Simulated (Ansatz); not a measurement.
**AlN (F-43m): the dielectric response against the k mesh**

Aim: how dense a k mesh do ε∞ and the zone-centre modes of AlN (F-43m) need?

Calculated with Ansatz 0.2.0; DFT LDA, scalar-relativistic, plane waves, PAW; PAW set soft_1.

Report form: the programs' logs are mostly left out.

## (1) Set-up

Symmetry: F-43m, No. 216, cubic system. Conventional cell: a = 4.368 Å, b = 4.368 Å, c = 4.368 Å, α = 90.00°, β = 90.00°, γ = 90.00°. N has 4 Al at 1.89 Å nearest. Nearest to Al lie 4 N at 1.89 Å. Farther neighbours and most contacts between anions are not listed.

## (2) Relaxation

Harmonic phonons are second derivatives at a point where the forces vanish, and they are wanted at zero stress, so atoms and cell are relaxed first.

File input.yaml:

```yaml
crystal:
  lattice:
    - [0.0, 2.1839935596, 2.1839935596]
    - [2.1839935596, 0.0, 2.1839935596]
    - [2.1839935596, 2.1839935596, 0.0]
  atoms:
    - { symbol: "N", position: [0.25, 0.25, 0.25] }
    - { symbol: Al, position: [0.0, 0.0, 0.0] }
kpoints:
  mp_grid: { grid: [10, 10, 10] }
hamiltonian:
  xc: lda
  pseudopotentials: { kind: paw, azcp: { folder: soft_1 }, xc_functional: pbe }
scf:
  occupations: { method: gaussian, width: 0.02 }
output:
  forces: true
  stress: true
  eigenvalues: true
  write_density: true
  write_potential: true
  elf: true
  volumetric_format: npy
relax:
  adjacent_minimum: "off"
  f_tol: 0.005
  max_steps: 80
  cell: { stress_tol: 0.05 }
```

Run with:

```
> ansatz run input.yaml --threads 4 --pin off --max-ram 10240MiB --backend cpu --events-out ev --progress --plain --runs-dir out
```

Elapsed: 0.61 s, on 4 threads of AMD EPYC 9B45 (Zen 5), shared host; peak memory 0.35 GiB.

Step by step:

```csv
step,energy less that of the first step (eV),largest force component (eV/Å),pressure (GPa),volume (Å³)
1,0.0000,0.0000,-3.62,20.83
2,-0.0035,0.0000,-1.82,20.65
3,-0.0050,0.0000,0.05,20.47
4*,-0.0042,0.0000,-0.03,20.47
```

Relaxation steps marked * repeat the geometry before them on a plane-wave basis chosen anew for their cell, so energy and pressure can jump there.

Forces are held to the 24 operations that the run works with; a distortion that breaks them can't arise in this run.

| conventional cell, symmetrised | before | after | change |
| --- | --- | --- | --- |
| a (Å) | 4.368 | 4.342 | -0.6 % |
| b (Å) | 4.368 | 4.342 | -0.6 % |
| c (Å) | 4.368 | 4.342 | -0.6 % |
| volume (Å³/atom) | 10.42 | 10.23 | -1.8 % |

Final coordinates:

```xyz
2
Lattice="0.0000 2.1712 2.1712 2.1712 0.0000 2.1712 2.1712 2.1712 0.0000" Properties=species:S:1:pos:R:3 pbc="T T T"
N     1.0856    1.0856    1.0856
Al    0.0000    0.0000    0.0000
```

This step gave:

```yaml
pressure: -0.03001 GPa
gap_on_the_k_mesh: 3.250 eV
volume_per_atom: 10.23 Å³
```

ELF in the ac plane of a cell with a along [110], b along [-110] and c along [001] of the cube at fractional y = 0.500, with atoms of N and Al within 0.2 Å of it. It is the smooth field of the valence electrons, not physical close to the nuclei.

Values, 7 rows by 16 columns, each cell a mean:
```
0.25 0.15 0.07 0.06 0.06 0.06 0.11 0.22 0.25 0.15 0.07 0.06 0.06 0.06 0.11 0.22
0.06 0.09 0.13 0.16 0.16 0.14 0.10 0.07 0.06 0.09 0.13 0.16 0.16 0.14 0.10 0.07
0.17 0.16 0.10 0.07 0.07 0.08 0.14 0.17 0.17 0.16 0.10 0.07 0.07 0.08 0.14 0.17
0.68 0.65 0.37 0.06 0.07 0.19 0.58 0.68 0.68 0.65 0.37 0.06 0.07 0.19 0.58 0.68
0.57 0.81 0.80 0.34 0.16 0.67 0.85 0.68 0.57 0.81 0.80 0.34 0.16 0.67 0.85 0.68
0.43 0.73 0.68 0.30 0.18 0.55 0.76 0.56 0.43 0.73 0.68 0.30 0.18 0.55 0.76 0.56
0.74 0.61 0.32 0.08 0.05 0.20 0.50 0.71 0.74 0.61 0.32 0.08 0.05 0.20 0.50 0.71
```
Columns run along a (6.1 Å), rows up along c (4.3 Å), edges of the conventional cell, whose origin can differ from the input's. Atoms in or near the plane, at fractional coordinates: N at (0.50, 0.25), N at (0.00, 0.25), Al at (0.75, 0.50), Al at (0.25, 0.50).

Valence density in the ac plane of a cell with a along [110], b along [-110] and c along [001] of the cube at fractional y = 0.500, with atoms of N and Al within 0.2 Å of it. It is the smooth field of the valence electrons, not physical close to the nuclei.

Ten even steps from '_' (0.1 e/Å³) to '@' (3.5 e/Å³), each cell a mean:
```
__________________________________
__________________________________
__________________________________
__________________________________
__________________________________
__________________________________
::..________....::::..________..::
##==..______..==##**::..____..--**
@@##::______::##@@@@==..____..==@@
@@++..______..++@@%%--______..--%%
==::__________::==--..________..--
..______________....____________..
```
Columns run along a (6.1 Å), rows up along c (4.3 Å), edges of the conventional cell, whose origin can differ from the input's. Atoms in or near the plane, at fractional coordinates: N at (0.50, 0.25), N at (0.00, 0.25), Al at (0.75, 0.50), Al at (0.25, 0.50).

Electrostatic potential energy in the ac plane of a cell with a along [110], b along [-110] and c along [001] of the cube at fractional y = 0.500, with atoms of N and Al within 0.2 Å of it. With pseudopotentials it is smooth inside the atoms' cores, unlike the true potential.

Ten even steps from '_' (-40 eV) to '@' (13 eV), each cell a mean:
```
@@@@@@@@@@@@@@@@@@@@@@@@@@@@@@@@@@
@@@@@@@@@@@@@@@@@@@@@@@@@@@@@@@@@@
@@@@@@@@%%@@@@@@@@@@@@@@%%%%@@@@@@
@@@@%%##**##%%@@@@@@%%##****##%%@@
@@%%****%%****%%@@@@##**####**##@@
@@%%**%%@@%%**%%@@@@####@@@@####@@
%%%%**%%@@##**%%%%%%##**@@@@**##%%
::++##******##++::--##**********--
__::##%%##%%##::____++%%####%%++__
__--%%@@@@@@%%--__..**@@@@@@@@**..
++##@@@@@@@@@@##++**@@@@@@@@@@%%**
@@@@@@@@@@@@@@@@@@@@@@@@@@@@@@@@@@
```
Columns run along a (6.1 Å; values clipped at the 3rd and 97th percentile), rows up along c (4.3 Å), edges of the conventional cell, whose origin can differ from the input's. Atoms in or near the plane, at fractional coordinates: N at (0.50, 0.25), N at (0.00, 0.25), Al at (0.75, 0.50), Al at (0.25, 0.50).

In this step the volume went from 10.42 to 10.23 Å³/atom.

## (3) Tight relaxation

Phonons need small forces and stress, so the relaxation is finished with tight tolerances on 12×12×12 k points.

File input.yaml:

```yaml
crystal:
  lattice:
    - [0.0, 2.1711512261, 2.1711512261]
    - [2.1711512261, 0.0, 2.1711512261]
    - [2.1711512261, 2.1711512261, 0.0]
  atoms:
    - { symbol: "N", position: [0.25, 0.25, 0.25] }
    - { symbol: Al, position: [0.0, 0.0, 0.0] }
kpoints:
  mp_grid: { grid: [12, 12, 12] }
hamiltonian:
  xc: lda
  pseudopotentials: { kind: paw, azcp: { folder: soft_1 }, xc_functional: pbe }
scf:
  occupations: { method: fixed }
output:
  forces: true
  stress: true
  eigenvalues: true
relax:
  adjacent_minimum: "off"
  f_tol: 0.001
  max_steps: 60
  cell: { stress_tol: 0.01 }
```

Run time: 0.69 s. Hardware: 4 threads; peak memory 0.35 GiB.

Little changed from the start: no atom moved by 0.005 Å and no cell edge by 0.1 %.

This step gave:

| Quantity | Value |
| --- | --- |
| pressure | 8.80e-4 GPa |

The forces vanish by symmetry and the pressure is 0.001 GPa, within the tolerances set. The cell now holds 10.23 Å³/atom.

## (4) Response on one mesh, 4×4×4

The force constants come from the linear response of the density to a displacement.

The response is solved on 4×4×4 k points.

input.yaml, the sections that differ from step 3:

```yaml
crystal:
  lattice:
    - [0.0, 2.1710445665, 2.1710445665]
    - [2.1710445665, 0.0, 2.1710445665]
    - [2.1710445665, 2.1710445665, 0.0]
  atoms:
    - { symbol: "N", position: [0.25, 0.25, 0.25] }
    - { symbol: Al, position: [0.0, 0.0, 0.0] }
kpoints:
  mp_grid: { grid: [4, 4, 4] }
output:
  eigenvalues: true
phonons:
  method: dfpt
  dielectric: true
  rigid_motions: translations
  field_mesh: kpoints
# hamiltonian, scf: as in step 3
# relax: removed
```

The job ended after 0.4 s (4 threads; peak memory 0.37 GiB; 1.1 s of CPU time).

A gap read on the k-mesh alone can miss the band edges.

This step gave:

| Item | Value |
| --- | --- |
| gap on the k-mesh | 3.219 eV |
| sum-rule residual before enforcement | 8.72e-5 eV/Å² |
| miss of the charge sum rule | 8.29e-6 e |
| point group | -43m |
| highest optical mode at the zone centre (no LO-TO term) | 665.4 cm⁻¹ |
| lowest optical zone-centre mode | 665.4 cm⁻¹ |
| mean high-frequency dielectric constant | 4.305 |
| largest Born charge (third of the trace) | -2.538 e |
| mean static dielectric constant | 8.099 |
| top of the zone-centre spectrum with the field | 912.7 cm⁻¹ |

The optical mode without the LO-TO term lies at 665.4 cm⁻¹.

## (5) Response on one mesh, 20×20×20

The response is solved on 20×20×20 k points.

input.yaml, as its differences from that of step 4:

```diff
@@ -9,3 +9,3 @@
 kpoints:
-  mp_grid: { grid: [4, 4, 4] }
+  mp_grid: { grid: [20, 20, 20] }
 hamiltonian:
```

The job ended after 8.5 s (4 threads; peak memory 0.94 GiB; 30 s of CPU time).

This step gave:

- gap on the k-mesh: 3.250 eV
- sum-rule residual before enforcement: 7.37e-5 eV/Å²
- miss of the charge sum rule: 8.09e-6 e
- highest optical mode at the zone centre (no LO-TO term): 665.0 cm⁻¹
- lowest optical zone-centre mode: 665.0 cm⁻¹
- mean high-frequency dielectric constant: 4.540
- largest Born charge (third of the trace): -2.544 e
- mean static dielectric constant: 8.357
- top of the zone-centre spectrum with the field: 902.3 cm⁻¹

The optical mode without the LO-TO term lies at 665.0 cm⁻¹.

For the mean high-frequency dielectric constant, step 4 gave 4.30; this run, with k-mesh 20×20×20 and k divisions 20, gives 4.54 (+5 %).

## (6) All members side by side

The members are set side by side, also those not shown above.

One cell throughout; the field response is solved on the k mesh of the run itself. The response against the k mesh:

```csv
k divisions along a1,ε∞,ε0,"largest Born charge in size, a third of the trace (e)","top mode with the field, highest of q along x, y and z (cm⁻¹)",mode 4 T2 (cm⁻¹)
4,4.305,8.099,2.538,912.7,665.4
6,4.49,8.305,2.544,904.5,665
8,4.529,8.346,2.544,902.7,665
10,4.537,8.355,2.544,902.4,665
12,4.539,8.357,2.544,902.3,665
14,4.539,8.357,2.544,902.3,665
16,4.54,8.357,2.544,902.3,665
20,4.54,8.357,2.544,902.3,665
```

## (7) Summary of results

| Property | Result |
| --- | --- |
| members | 8 |
| optical mode (no LO-TO term), 4 k divisions | 665.4 cm⁻¹ |
| optical mode (no LO-TO term), 20 k divisions | 665.0 cm⁻¹ |

ε∞ goes from 4.30 at 4 divisions to 4.54 at 20; from 8 divisions on it stays within 1 % of the last value. The highest mode without the field stays within 1 cm⁻¹ of its last value from 4 divisions on. The top mode with the field moves by -10.4 cm⁻¹ over the series. With bars of 1 % on ε∞ and 1 cm⁻¹ on this mode, ε∞ needs the denser mesh. These are harmonic frequencies at zero temperature: anharmonic shifts, linewidths and thermal expansion are left out. The PAW files were made for PBE; the program adapts parts of them to the functional of the run, but their partial waves stay those of PBE, an approximation that was not tested in this session. Only the zone centre was solved, so an instability at another wavevector cannot show here.

[Logs are printed without paths, hosts, clocks, repeated set-up lines and the standing remarks that a program may print on its own settings, such as how far it seeks lower states.]

[Hosts, paths, dates, database ids (printed as entryN), source tags and the programs' standing remarks are cut or masked in the printed files.]
